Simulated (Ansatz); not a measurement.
An input for Ansatz 0.2.0 (SiO2 (Quartz)):

```yaml
crystal:
  lattice:
    - [4.9158, 0.0, 0.0]
    - [-2.4579, 4.2572076799, 0.0]
    - [0.0, 0.0, 5.4091]
  atoms:
    - { symbol: Si, position: [0.5303, 0.0, 0.3333333333] }
    - { symbol: Si, position: [0.0, 0.5303, 0.6666666667] }
    - { symbol: Si, position: [0.4697, 0.4697, 0.0] }
    - { symbol: O, position: [0.1462, 0.4142, 0.881] }
    - { symbol: O, position: [0.5858, 0.732, 0.2143333333] }
    - { symbol: O, position: [0.268, 0.8538, 0.5476666667] }
    - { symbol: O, position: [0.4142, 0.1462, 0.119] }
    - { symbol: O, position: [0.732, 0.5858, 0.7856666667] }
    - { symbol: O, position: [0.8538, 0.268, 0.4523333333] }
kpoints:
  mp_grid: { grid: [6, 6, 2] }
hamiltonian:
  xc:
    exchange: pbe
    correlation: pbe
    exx: { coeff: 0.9, omega: 0.2078 }
  pseudopotentials: { kind: paw, azcp: { folder: soft_1 } }
scf:
  occupations: { method: fixed }
gw:
  n_empty_bands: 472
  ecut_chi: 150.0
  qp_bands: [v3, c3]
  qp_kpoints: band_edges
  screening: { model: contour_deformation }
```

```sh
ansatz run input.yaml --threads 2 --pin off --max-ram 73728MiB --backend cuda --events-out ev --progress --plain --runs-dir out --devices 1 --max-vram 13GiB
```

Q: Estimate wall time and host memory on 1 × NVIDIA H100 80GB HBM3 (shared by 6 runs) with 2 threads of AMD EPYC 7R13 (Zen 3), shared host.

It took 61 s; on shared hardware allow 31 s to 2 min. Peak host memory was 2.2 GiB. The sizes that set the cost: 2209 plane waves a state, 14 irreducible k points, 496 bands summed, 455 plane waves in the screening and 20 SCF cycles.

The screening grows as filled bands × empty bands × pairs of k points, times the square of the screening basis for the matrix.

[Paths, hosts, dates, memory and timing lines, banners, echoed tables and standing remarks are left out of the program output.]

[Logs are printed without paths, hosts, clocks, repeated set-up lines and the standing remarks that a program may print on its own settings, such as how far it seeks lower states.]

[Runs of the session that timed out or met a known fault of the program may be left out.]

[Cells called generated may have been cut or substituted from an entry of the Crystallography Open Database or the Materials Project.]

[Hosts, paths, dates, database ids (printed as entryN), source tags and the programs' standing remarks are cut or masked in the printed files.]
